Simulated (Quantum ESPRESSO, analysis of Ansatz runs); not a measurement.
# Migration in Be3N2 (P6_3/mmc): V_Be hop (2.8 Å), charge −2 (Quantum ESPRESSO), part 2 of 3

Aim: the barrier of one jump in Be3N2 (P6_3/mmc) at charge −2: V_Be hop (2.8 Å). The model is a cell of 120 host atoms with 1 Be taken out; Be is the atom that moves.

Quantum ESPRESSO 7.5; Quantum ESPRESSO plane-wave DFT, PBEsol, GBRV 1.5 PBEsol potentials; nudged elastic band between two relaxed defect structures at fixed charge in a uniform background.

So far: Starting point; Relaxation of the start point, charge −2.

## 3. Relaxation of the end point, charge −2

Level of this step: Quantum ESPRESSO plane-wave DFT, PBEsol, GBRV 1.5 PBEsol potentials; relaxation of all atoms of a defect supercell at fixed charge in a uniform background (Quantum ESPRESSO).

The end point is relaxed in the same cell and settings, so that the two energies compare. Atoms more than 3.2 Å from the middle of the hop start where the first relaxation left them, the nearer ones on or close to their ideal places, with small random displacements.

File pw.in:

```
&CONTROL
  calculation = 'relax'
  prefix = 'pwscf'
  outdir = './tmp'
  pseudo_dir = './pseudo'
  tprnfor = .true.
  disk_io = 'low'
  nstep = 70
  forc_conv_thr = 0.00078
  etot_conv_thr = 0.0001
/
&SYSTEM
  ibrav = 0
  nat = 119
  ntyp = 2
  ecutwfc = 40
  ecutrho = 324
  nbnd = 267
  occupations = 'fixed'
  tot_charge = -2
  nosym = .true.
/
&ELECTRONS
  conv_thr = 1d-07
  electron_maxstep = 100
  mixing_beta = 0.5
/
&IONS
  ion_dynamics = 'bfgs'
/
ATOMIC_SPECIES
Be     9.0122 be_pbesol_v1.4.uspp.F.UPF
N     14.0070 n_pbesol_v1.2.uspp.F.UPF
CELL_PARAMETERS angstrom
   8.5162218327    4.9168430144    0.0000000000
  -8.5162218327    4.9168430144    0.0000000000
   0.0000000000    0.0000000000    9.7125583330
ATOMIC_POSITIONS crystal
Be    -0.0003362417    0.3338412892    0.0768557632
Be     0.1716560961    0.1711994950    0.0750564341
[... 3 atom lines left out ...]
Be     0.3321625423    0.3327122821    0.5782999914
[... 2 atom lines left out ...]
Be     0.3327602652    0.3334541763    0.9225683902
[... 8 atom lines left out ...]
Be     0.3328436512    0.1664398796    0.7509356155
[... 11 atom lines left out ...]
N      0.3324563274    0.3322336356    0.7498565271
[... 33 atom lines left out ...]
Be     0.5000914957    0.1657135575    0.5784057358
[... 2 atom lines left out ...]
Be     0.4992771790    0.1669335540    0.9222736786
[... 9 atom lines left out ...]
Be     0.5004639487    0.4994816784    0.7505634755
[... 10 atom lines left out ...]
N      0.5003242465    0.1671878881    0.7490796492
[... 6 atom lines left out ...]
Be     0.6655623394    0.4994544962    0.5778801465
[... 2 atom lines left out ...]
Be     0.6661756045    0.5003692299    0.9210719479
[... 8 atom lines left out ...]
Be     0.8332901933    0.6674956393    0.7494369233
[... 10 atom lines left out ...]
N      0.6658857222    0.4998394476    0.7492672045
N      0.8338059275    0.8346206016    0.7505060047
K_POINTS gamma
```

On the command line:

```console
$ OMP_NUM_THREADS=1 mpirun -n 4 pw.x -in pw.in > pw.out
```

What it wrote:

```text
[shortened: banners, details of potentials and solvers, and blank lines are left out]
[banner, memory and clock lines left out]
     gamma-point specific algorithms are used
     one sub-group per band group will be used
     bravais-lattice index     =            0
     lattice parameter (alat)  =      18.5830  a.u.
     unit-cell volume          =    5489.0040 (a.u.)^3
     number of atoms/cell      =          119
     number of atomic types    =            2
     number of electrons       =       526.00
     number of Kohn-Sham states=          267
     kinetic-energy cutoff     =      40.0000  Ry
     charge density cutoff     =     324.0000  Ry
     scf convergence threshold =      1.0E-07
     mixing beta               =       0.5000
     number of iterations used =            8  plain     mixing
     energy convergence thresh.=      1.0E-04
     force convergence thresh. =      7.8E-04
     Exchange-correlation= SLA  PW   PSX  PSC
     nstep                     =           70
     crystal axes: (cart. coord. in units of alat)
               a(1) = (   0.866025   0.500000   0.000000 )
               a(2) = (  -0.866025   0.500000   0.000000 )
               a(3) = (   0.000000   0.000000   0.987682 )
     PseudoPot. # 1 for Be read from file:
     be_pbesol_v1.4.uspp.F.UPF
     Pseudo is Ultrasoft, Zval =  4.0
[...]
PseudoPot. # 2 for N  read from file:
     n_pbesol_v1.2.uspp.F.UPF
     Pseudo is Ultrasoft + core correction, Zval =  5.0
     atomic species   valence    mass     pseudopotential
     Be                4.00     9.01220     Be( 1.00)
     N                 5.00    14.00700     N ( 1.00)
     No symmetry found
     site n.     atom                  positions (alat units)
         1        Be     tau(   1) = (  -0.2894062   0.1667525   0.0759091  )
         2        Be     tau(   2) = (   0.0003954   0.1714278   0.0741319  )
         3        Be     tau(   3) = (   0.2903403   0.1675024   0.0766075  )
         4        Be     tau(   4) = (  -0.1449259   0.0839414   0.5706988  )
         5        Be     tau(   5) = (   0.1433332   0.0841965   0.5717400  )
         6        Be     tau(   6) = (  -0.0004761   0.3324374   0.5711767  )
         7        Be     tau(   7) = (  -0.1451567   0.0845203   0.9113671  )
         8        Be     tau(   8) = (   0.1430632   0.0847563   0.9107799  )
[...]
number of k points=     1
                       cart. coord. in units 2pi/alat
        k(    1) = (   0.0000000   0.0000000   0.0000000), wk =   2.0000000
     Dense  grid:   270257 G-vectors     FFT dimensions: ( 108, 108, 108)
     Smooth grid:    93847 G-vectors     FFT dimensions: (  75,  75,  75)
     starting charge     523.9882, renormalised to     526.0000
     Self-consistent Calculation
     iteration #  1     ecut=    40.00 Ry     beta= 0.50
     total energy              =   -2962.31637537 Ry
     estimated scf accuracy    <      17.67395919 Ry
     iteration #  2     ecut=    40.00 Ry     beta= 0.50
     total energy              =   -2965.31747400 Ry
     estimated scf accuracy    <       5.85459853 Ry
     iteration #  3     ecut=    40.00 Ry     beta= 0.50
     total energy              =   -2967.23680923 Ry
     estimated scf accuracy    <       3.37407331 Ry
[...]
c_bands:  1 eigenvalues not converged
[...]
[... 74 further cycles ...]
[...]
estimated scf accuracy    <       0.00000036 Ry
     iteration #  4     ecut=    40.00 Ry     beta= 0.50
     total energy              =   -2967.52790366 Ry
     estimated scf accuracy    <       0.00000005 Ry
     iteration #  5     ecut=    40.00 Ry     beta= 0.50
     total energy              =   -2967.52790367 Ry
     estimated scf accuracy    <          7.0E-09 Ry
     iteration #  6     ecut=    40.00 Ry     beta= 0.50
     End of self-consistent calculation
          k = 0.0000 0.0000 0.0000 ( 11758 PWs)   bands (ev):
   -89.4172 -89.4156 -89.4153 -89.4150 -89.4138 -89.4134 -89.4133 -89.4128
   -89.4121 -89.4118 -89.4113 -89.4110 -89.4049 -89.4047 -89.4041 -89.4009
   -89.3995 -89.3966 -89.3955 -89.3954 -89.3949 -89.3943 -89.3942 -89.3921
   -89.3909 -89.3904 -89.3903 -89.3900 -89.3868 -89.3854 -89.3608 -89.3594
   -89.3569 -89.3542 -89.3533 -89.3506 -89.3143 -89.3117 -89.3110 -89.3095
   -89.3080 -89.3076 -88.9637 -88.9628 -88.9619 -88.9575 -88.9558 -88.9533
   -88.2459 -88.2434 -88.2362 -88.2346 -88.2334 -88.2174 -88.2157 -88.2150
   -88.2144 -88.2133 -88.2130 -88.2005 -88.0814 -88.0812 -88.0808 -87.9421
[...]
highest occupied, lowest unoccupied level (ev):     9.0592   11.4391
!    total energy              =   -2967.52790367 Ry
     estimated scf accuracy    <          4.7E-10 Ry
     The total energy is the sum of the following terms:
     one-electron contribution =   -1111.77451521 Ry
     hartree contribution      =     517.19228461 Ry
     xc contribution           =    -618.89437729 Ry
     ewald contribution        =   -1754.05129578 Ry
     convergence has been achieved in   6 iterations
     Forces acting on atoms (cartesian axes, Ry/au):
     atom    1 type  1   force =     0.00026558    0.00018045    0.00005662
     atom    2 type  1   force =    -0.00014274   -0.00008014   -0.00013342
     atom    3 type  1   force =    -0.00037158    0.00013557    0.00009449
     atom    4 type  1   force =    -0.00006960   -0.00029456   -0.00014670
     atom    5 type  1   force =    -0.00013655    0.00040251   -0.00007295
     atom    6 type  1   force =    -0.00016504    0.00000048   -0.00051656
     atom    7 type  1   force =     0.00007411   -0.00031695   -0.00000408
     atom    8 type  1   force =    -0.00012521    0.00034639    0.00009844
[...]
Total force =     0.004087     Total SCF correction =     0.000049
     Energy error            =      4.0E-05 Ry
     Gradient error          =      8.4E-04 Ry/Bohr
     number of scf cycles    =  12
     number of bfgs steps    =  11
     energy             old  =   -2967.5278641154 Ry
     energy             new  =   -2967.5279036666 Ry
     CASE: energy            _new < energy            _old
     new trust radius        =       0.0022055493 bohr
     new conv_thr            =       0.0000000010 Ry
ATOMIC_POSITIONS (crystal)
Be              -0.0047920902        0.3335839650        0.0757956662
Be               0.1662818388        0.1676882773        0.0774871948
Be               0.3381451522        0.0048050263        0.0758109753
Be              -0.0011323597        0.1670767420        0.5780612884
Be               0.1680348067        0.0011788418        0.5780753918
Be               0.3344008276        0.3331680167        0.5784740029
Be              -0.0016396307        0.1669001525        0.9220588923
Be               0.1678960958        0.0008744334        0.9220794788
[...]
Self-consistent Calculation
     iteration #  1     ecut=    40.00 Ry     beta= 0.50
     total energy              =   -2967.52792550 Ry
     estimated scf accuracy    <       0.00001131 Ry
     iteration #  2     ecut=    40.00 Ry     beta= 0.50
     total energy              =   -2967.52792690 Ry
     estimated scf accuracy    <       0.00000119 Ry
     iteration #  3     ecut=    40.00 Ry     beta= 0.50
     total energy              =   -2967.52792709 Ry
     estimated scf accuracy    <       0.00000020 Ry
     iteration #  4     ecut=    40.00 Ry     beta= 0.50
     total energy              =   -2967.52792712 Ry
     estimated scf accuracy    <       0.00000003 Ry
     iteration #  5     ecut=    40.00 Ry     beta= 0.50
     total energy              =   -2967.52792712 Ry
     estimated scf accuracy    <          4.8E-09 Ry
     iteration #  6     ecut=    40.00 Ry     beta= 0.50
     End of self-consistent calculation
          k = 0.0000 0.0000 0.0000 ( 11758 PWs)   bands (ev):
   -89.4158 -89.4149 -89.4148 -89.4145 -89.4137 -89.4133 -89.4132 -89.4130
   -89.4115 -89.4113 -89.4109 -89.4106 -89.4055 -89.4048 -89.4042 -89.4009
   -89.4003 -89.3971 -89.3969 -89.3965 -89.3961 -89.3953 -89.3946 -89.3920
   -89.3917 -89.3910 -89.3908 -89.3906 -89.3884 -89.3874 -89.3597 -89.3591
   -89.3567 -89.3538 -89.3531 -89.3500 -89.3136 -89.3119 -89.3107 -89.3096
   -89.3094 -89.3084 -88.9648 -88.9640 -88.9625 -88.9582 -88.9564 -88.9542
   -88.2450 -88.2430 -88.2355 -88.2347 -88.2340 -88.2174 -88.2167 -88.2163
   -88.2159 -88.2152 -88.2149 -88.2025 -88.0793 -88.0792 -88.0791 -87.9404
[...]
highest occupied, lowest unoccupied level (ev):     9.0614   11.4392
!    total energy              =   -2967.52792712 Ry
     estimated scf accuracy    <          3.3E-10 Ry
     The total energy is the sum of the following terms:
     one-electron contribution =   -1111.75430401 Ry
     hartree contribution      =     517.18142927 Ry
     xc contribution           =    -618.89312617 Ry
     ewald contribution        =   -1754.06192622 Ry
     convergence has been achieved in   6 iterations
     Forces acting on atoms (cartesian axes, Ry/au):
     atom    1 type  1   force =     0.00020172    0.00005098   -0.00006912
     atom    2 type  1   force =    -0.00008813   -0.00006998   -0.00004420
     atom    3 type  1   force =    -0.00020557    0.00001074    0.00001326
     atom    4 type  1   force =    -0.00012102   -0.00022794   -0.00001514
     atom    5 type  1   force =    -0.00011349    0.00031408    0.00002274
     atom    6 type  1   force =    -0.00012293    0.00001420   -0.00025643
     atom    7 type  1   force =    -0.00003565   -0.00028145   -0.00004512
     atom    8 type  1   force =    -0.00006107    0.00030994    0.00000972
[...]
Total force =     0.003109     Total SCF correction =     0.000041
     Energy error            =      2.3E-05 Ry
     Gradient error          =      7.3E-04 Ry/Bohr
     bfgs converged in  13 scf cycles and  12 bfgs steps
     (criteria: energy <  1.0E-04 Ry, force <  7.8E-04 Ry/Bohr)
     End of BFGS Geometry Optimization
     Final energy             =   -2967.5279271236 Ry
Begin final coordinates
ATOMIC_POSITIONS (crystal)
Be              -0.0047920902        0.3335839650        0.0757956662
Be               0.1662818388        0.1676882773        0.0774871948
Be               0.3381451522        0.0048050263        0.0758109753
Be              -0.0011323597        0.1670767420        0.5780612884
Be               0.1680348067        0.0011788418        0.5780753918
Be               0.3344008276        0.3331680167        0.5784740029
Be              -0.0016396307        0.1669001525        0.9220588923
Be               0.1678960958        0.0008744334        0.9220794788
[...]
End final coordinates
```

The job ended after 9 min (4 MPI ranks of Arm Neoverse V1, shared host; peak memory 2 GiB; 36 min of CPU time).

The steps of the relaxation:

```tsv
step	energy less that of the first step (eV)
0	0.0000
1	-1.3377
2	-1.7015
3	-1.8372
4	-1.9253
5	-1.9569
6	-1.9750
7	-1.9826
8	-1.9870
9	-1.9891
10	-1.9901
11	-1.9907
12	-1.9910
```

The atoms that moved most (Å):

```tsv
atom	dx	dy	dz	length
Be95	0.101	-0.052	0.107	0.156
Be67	0.006	0.113	-0.105	0.154
Be64	-0.009	0.115	0.102	0.154
Be66	-0.101	-0.052	0.104	0.154
Be98	0.104	-0.057	-0.095	0.152
Be94	-0.090	0.052	-0.099	0.144
Be69	-0.077	-0.046	-0.111	0.143
Be97	-0.081	0.044	0.105	0.140
```

Neighbours of Be77 at the end:

```tsv
atom	distance (Å)
N118	1.586
N117	1.647
N30	1.658
Be98	2.302
Be95	2.306
Be97	2.322
Be94	2.327
Be9	2.341
Be6	2.348
```

Read from the output:

* highest filled level: 9.061 eV
* lowest empty level: 11.44 eV
* r.m.s. move of the farther half of the atoms: 0.01951 Å
* largest move from the ideal geometry of this structure, a common shift of the far atoms taken out: 0.1562 Å

The relaxation gained 1.991 eV and ended with a largest force component of 0.019 eV/Å. The end lies within 1 meV of the start.

(Continued in part 3 of 3.)

[Long decimals in the printed logs are rounded to 6 places.]

[Repeated set-up lines and some long k-point lines are left out of the logs, and relaxed atomic positions are cut to six decimals.]

[Logs are printed without paths, hosts, clocks, repeated set-up lines and the standing remarks that a program may print on its own settings, such as how far it seeks lower states.]

[Hosts, paths, dates, database ids (printed as entryN), source tags and the programs' standing remarks are cut or masked in the printed files.]
